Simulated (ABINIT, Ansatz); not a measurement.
## A GW run on YSF (P4/nmm) in ABINIT, with inputs changed

A base run on YSF (P4/nmm), then changed inputs.

Program: ABINIT 10.8.3. Level of theory: LDA and many-body steps on it, plane waves. Results are calculated unless marked as measured.

### Step 1. Set-up

It takes space group P4/nmm (No. 129, tetragonal). Conventional cell: a = 3.773 Å, b = 3.773 Å, c = 6.827 Å, α = 90.00°, β = 90.00°, γ = 90.00°. Y has 4 F at 2.44 Å and 5 S at 2.81 to 2.86 Å nearest. S has 5 Y at 2.81 to 2.86 Å nearest. F has 4 Y at 2.44 Å nearest. Farther neighbours and most contacts between anions are not listed.

Structure file:

```cif
data_structure
_symmetry_space_group_name_H-M 'P 1'
_symmetry_Int_Tables_number 1
_cell_length_a 3.7730
_cell_length_b 3.7730
_cell_length_c 6.8267
_cell_angle_alpha 90.000
_cell_angle_beta 90.000
_cell_angle_gamma 90.000
_cell_volume 97.18
loop_
_atom_site_label
_atom_site_type_symbol
_atom_site_fract_x
_atom_site_fract_y
_atom_site_fract_z
_atom_site_occupancy
Y1 Y 0.00000 0.50000 0.22723 1
Y2 Y 0.50000 0.00000 0.77277 1
S3 S 0.00000 0.50000 0.64557 1
S4 S 0.50000 0.00000 0.35443 1
F5 F 0.00000 0.00000 0.00000 1
F6 F 0.50000 0.50000 0.00000 1
```

The cell and positions are those that the Materials Project relaxed with its own functionals (PBE, PBE+U or r2SCAN), kept fixed.

### Step 2. Screening, 4×4×2 mesh, 142 bands, screening to 141.5 eV

This step: ABINIT 10.8.3; RPA screening on LDA, plane waves, norm-conserving pseudopotentials.

The RPA dielectric matrix is built and inverted for each q.

run.abi reads:

```
acell 3*1.0 Angstrom
rprim 
  3.772985040000 0.000000000000 0.000000000000
  0.000000000000 3.772985040000 0.000000000000
  0.000000000000 0.000000000000 6.826667120000
ntypat 3
znucl 39 16 9
natom 6
typat 1 1 2 2 3 3
xred 
  0.000000000000 0.500000000000 0.227228020000
  0.500000000000 0.000000000000 0.772771980000
  0.000000000000 0.500000000000 0.645567190000
  0.500000000000 0.000000000000 0.354432810000
  0.000000000000 0.000000000000 0.000000000000
  0.500000000000 0.500000000000 0.000000000000
pp_dirpath "pseudos"
pseudos "Y.upf, S.upf, F.upf"
ecut 36
ngkpt 4 4 2
nshiftk 1
shiftk 0 0 0
kptopt 1
chksymbreak 0
istwfk *1
occopt 1
irdwfk 1
optdriver 3
nband 142
ecuteps 5.2
inclvkb 2
awtr 1
symchi 1
indata_prefix "in"
outdata_prefix "out"
tmpdata_prefix "tmp"
```

On the command line:

```
OMP_NUM_THREADS=1 mpirun -n 8 abinit run.abi > log
```

The log of the run:

```text
.Version 10.8.3 of ABINIT. v10.8.2 released Aug 2026.

 Symmetries : space group P4/n m m (#129); Bravais tP (primitive tetrag.)
[... echo of the input left out ...]
== DATASET  1 ==================================================================
-   mpi_nproc: 8, omp_nthreads: 1 (-1 if OMP is not activated)

--- !DatasetInfo
iteration_state: {dtset: 1, }
dimensions: {natom: 6, nkpt: 12, mband: 142, nsppol: 1, nspinor: 1, nspden: 1, mpw: 6802, }
cutoff_energies: {ecut:  36.0, pawecutdg:  -1.0, }
electrons: {nelect:   4.80000000E+01, charge:   0.00000000E+00, occopt:   1.00000000E+00, tsmear:   1.00000000E-02, }

 SCREENING: Calculation of the susceptibility and dielectric matrices

 Based on a program developped by R.W. Godby, V. Olevano, G. Onida, and L. Reining.
 Incorporated in ABINIT by V. Olevano, G.-M. Rignanese, and M. Torrent.
.Using double precision arithmetic ; gwpc =  8

[... cell and pseudopotentials left out ...]
--------------------------------------------------------------------------------

 ==== K-mesh for the wavefunctions ====
 Number of points in the irreducible wedge :    12
[... list of points left out ...]
 Together with 16 symmetry operations and time-reversal symmetry
 yields    32 points in the full Brillouin Zone.

 ==== Q-mesh for the screening function ====
 Number of points in the irreducible wedge :    12
[... list of points left out ...]
 Together with 16 symmetry operations and time-reversal symmetry
 yields    32 points in the full Brillouin Zone.

 setmesh: FFT mesh size selected  =    30x   30x   50
          total number of points  =        45000

 vcoul_init : cutoff-mode = AUXILIARY_FUNCTION
 q-points for optical limit:   1
     1)      0.000010    0.000020    0.000030

- screening: taking advantage of time-reversal symmetry
- Maximum band index for partially occupied states nbvw = 24
- Remaining bands to be divided among processors   nbcw = 118
- Number of bands treated by each node ~14

 Number of electrons calculated from density =   48.0000; Expected =   48.0000
 average of density, n =  0.073192
 r_s =    1.4830
 omega_plasma =   26.0969 [eV]

 calculating chi0 at frequencies [eV] :
  1    0.000000E+00    0.000000E+00
  2    0.000000E+00    2.609687E+01

--------------------------------------------------------------------------------
  q-point number  1        q = ( 0.000000, 0.000000, 0.000000) [r.l.u.]
--------------------------------------------------------------------------------
[... chi0 elements left out ...]
 For q-point:  0.000010 0.000020 0.000030
  dielectric constant =   6.0515
  dielectric constant without local fields =   7.0022

  Average fulfillment of the sum rule on Im[epsilon] for q-point    1 :     66.24  [%]
[... wings left out ...]
  q-point number  2        q = ( 0.250000, 0.000000, 0.000000) [r.l.u.]
--------------------------------------------------------------------------------
[... chi0 elements left out ...]
  Average fulfillment of the sum rule on Im[epsilon] for q-point    2 :     73.24  [%]

 [... 10 further q-points ...]
```

Run time: 1.9 min. Hardware: 8 MPI ranks of Arm Neoverse V1, shared host; peak memory 3.8 GiB; 15 min of CPU time.

This step gave:

```
ε∞ with local fields, on this mesh, along the program's q direction : 6.051
the same without local fields                                       : 7.002
plasma frequency                                                    : 26.10 eV
plane waves in the screening matrix                                 : 393
```

Local fields lower ε∞ by 14 %. On a Γ-centred mesh this coarse the value itself is usually too large, while a short band sum pulls it down.

### Step 3. Base

The self-energy is evaluated for the states that the input lists, and the levels follow from it, in one-shot runs by the linearised quasiparticle equation.

This step: G0W0 on LDA, plane waves, norm-conserving pseudopotentials.

run.abi: that of step 2 with these lines changed.

```diff
@@ -27,8 +27,15 @@
 irdwfk 1
-optdriver 3
+optdriver 4
 nband 142
+gwcalctyp 0
+ecutsigx 36
+symsigma 1
+nkptgw 1
+kptgw 
+  0.0000000000 0.0000000000 0.0000000000
+bdgw 
+  23 26
 ecuteps 5.2
-inclvkb 2
-awtr 1
-symchi 1
+irdscr 1
+ppmodel 1
 indata_prefix "in"
```

The log of the run:

```text
.Version 10.8.3 of ABINIT. v10.8.2 released Aug 2026.

 Symmetries : space group P4/n m m (#129); Bravais tP (primitive tetrag.)
[... echo of the input left out ...]
== DATASET  1 ==================================================================
-   mpi_nproc: 8, omp_nthreads: 1 (-1 if OMP is not activated)

--- !DatasetInfo
iteration_state: {dtset: 1, }
dimensions: {natom: 6, nkpt: 12, mband: 142, nsppol: 1, nspinor: 1, nspden: 1, mpw: 6802, }
cutoff_energies: {ecut:  36.0, pawecutdg:  -1.0, }
electrons: {nelect:   4.80000000E+01, charge:   0.00000000E+00, occopt:   1.00000000E+00, tsmear:   1.00000000E-02, }

 SIGMA: Calculation of the GW corrections

 Based on a program developped by R.W. Godby, V. Olevano, G. Onida, and L. Reining.
 Incorporated in ABINIT by V. Olevano, G.-M. Rignanese, and M. Torrent.
.Using double precision arithmetic ; gwpc =  8

[... cell and pseudopotentials left out ...]
--------------------------------------------------------------------------------

 ==== K-mesh for the wavefunctions ====
 Number of points in the irreducible wedge :    12
[... list of points left out ...]
 Together with 16 symmetry operations and time-reversal symmetry
 yields    32 points in the full Brillouin Zone.

 ==== Q-mesh for screening function ====
 Number of points in the irreducible wedge :    12
[... list of points left out ...]
 Together with 16 symmetry operations and time-reversal symmetry
 yields    32 points in the full Brillouin Zone.

 vcoul_init : cutoff-mode = AUXILIARY_FUNCTION
 q-points for optical limit:   1
     1)      0.000010    0.000020    0.000030
 setmesh: FFT mesh size selected  =    40x   40x   72
          total number of points  =       115200

 Number of electrons calculated from density =   48.0000; Expected =   48.0000
 average of density, n =  0.073192
 r_s =    1.4830
 omega_plasma =   26.0969 [eV]

 === KS Band Gaps ===
  >>>> For spin  1
   Minimum direct gap =   1.1724 [eV], located at k-point      :   0.0000  0.0000  0.0000
   Fundamental gap    =   1.1724 [eV], Top of valence bands at :   0.0000  0.0000  0.0000
                                       Bottom of conduction at :   0.0000  0.0000  0.0000
 SIGMA fundamental parameters:
 PLASMON POLE MODEL  1
 number of plane-waves for SigmaX                 6783
 number of plane-waves for SigmaC and W            393
 number of plane-waves for wavefunctions          6783
 number of bands                                   142
 number of independent spin polarizations            1
 number of spinorial components                      1
 number of k-points in IBZ                          12
 number of q-points in IBZ                          12
 number of symmetry operations                      16
 number of k-points in BZ                           32
 number of q-points in BZ                           32
 number of frequencies for dSigma/dE                 9
 frequency step for dSigma/dE [eV]                0.25
 number of omega for Sigma on real axis              0
 max omega for Sigma on real axis  [eV]           0.00
 zcut for avoiding poles [eV]                     0.10

 EPSILON^-1 parameters (SCR file):
 dimension of the eps^-1 matrix on file            393
 dimension of the eps^-1 matrix used               393
 number of plane-waves for wavefunctions          6783
 number of bands                                   142
 number of q-points in IBZ                          12
 number of frequencies                               2
 number of real frequencies                          1
 number of imag frequencies                          1

 matrix elements of self-energy operator (all in [eV])

 Perturbative Calculation

--- !SelfEnergy_ee
iteration_state: {dtset: 1, }
kpoint     : [   0.000,    0.000,    0.000, ]
spin       : 1
KS_gap     :    1.172
QP_gap     :    2.896
Delta_QP_KS:    1.723
data: !SigmaeeData |
     Band     E0 <VxcDFT>   SigX SigC(E0)      Z dSigC/dE  Sig(E)    E-E0       E
       23   6.840 -13.583 -16.361   1.906   0.800  -0.250 -14.281  -0.698   6.142
       24   6.840 -13.583 -16.361   1.906   0.800  -0.250 -14.281  -0.698   6.142
       25   8.012 -11.644  -6.693  -3.709   0.826  -0.211 -10.618   1.026   9.038
       26   9.761 -14.045  -8.822  -3.710   0.794  -0.259 -12.843   1.202  10.963

== END DATASET(S) ==============================================================
================================================================================

 -outvars: echo values of variables after computation  --------
           etotal      0.0000000000E+00
            nband         142
             nkpt          12
          spgroup         129
 [... the other variables as echoed above ...]

 Calculation completed.
```

Wall time 11 s (8 MPI ranks); peak memory 2.8 GiB.

Numbers from this step:

| Item | Value |
| --- | --- |
| G0W0 gap on the points computed | 2.896 eV |
| starting gap on the mesh | 1.172 eV |
| k of the valence top | 0, 0, 0 |
| k of the conduction bottom | 0, 0, 0 |
| Z at the valence top | 0.8 |
| Z at the conduction bottom | 0.826 |
| least direct G0W0 gap on the computed points | 2.896 eV |

The gap on the mesh goes from 1.17 eV to 2.90 eV, a correction of +1.72 eV.

(Part 1 of 2 ends here.)

[Paths, hosts, dates, memory and timing lines, banners, echoed tables and standing remarks are left out of the program output.]

[Logs are printed without paths, hosts, clocks, repeated set-up lines and the standing remarks that a program may print on its own settings, such as how far it seeks lower states.]

[Runs of the session that timed out or met a known fault of the program may be left out.]

[No measured gap is set beside runs whose start may be inverted or whose files or cutoffs have a known fault.]

[Hosts, paths, dates, database ids (printed as entryN), source tags and the programs' standing remarks are cut or masked in the printed files.]

[G0W0 gaps are taken among the corrected bands and points alone; a level outside them can change the order at an edge.]

[Where Ansatz stands beside ABINIT at settings called matched, ABINIT's density can come from a denser mesh and the files from another edition; pairs whose starting gaps differed by over 0.03 eV were left out, so agreement reads better than it is.]
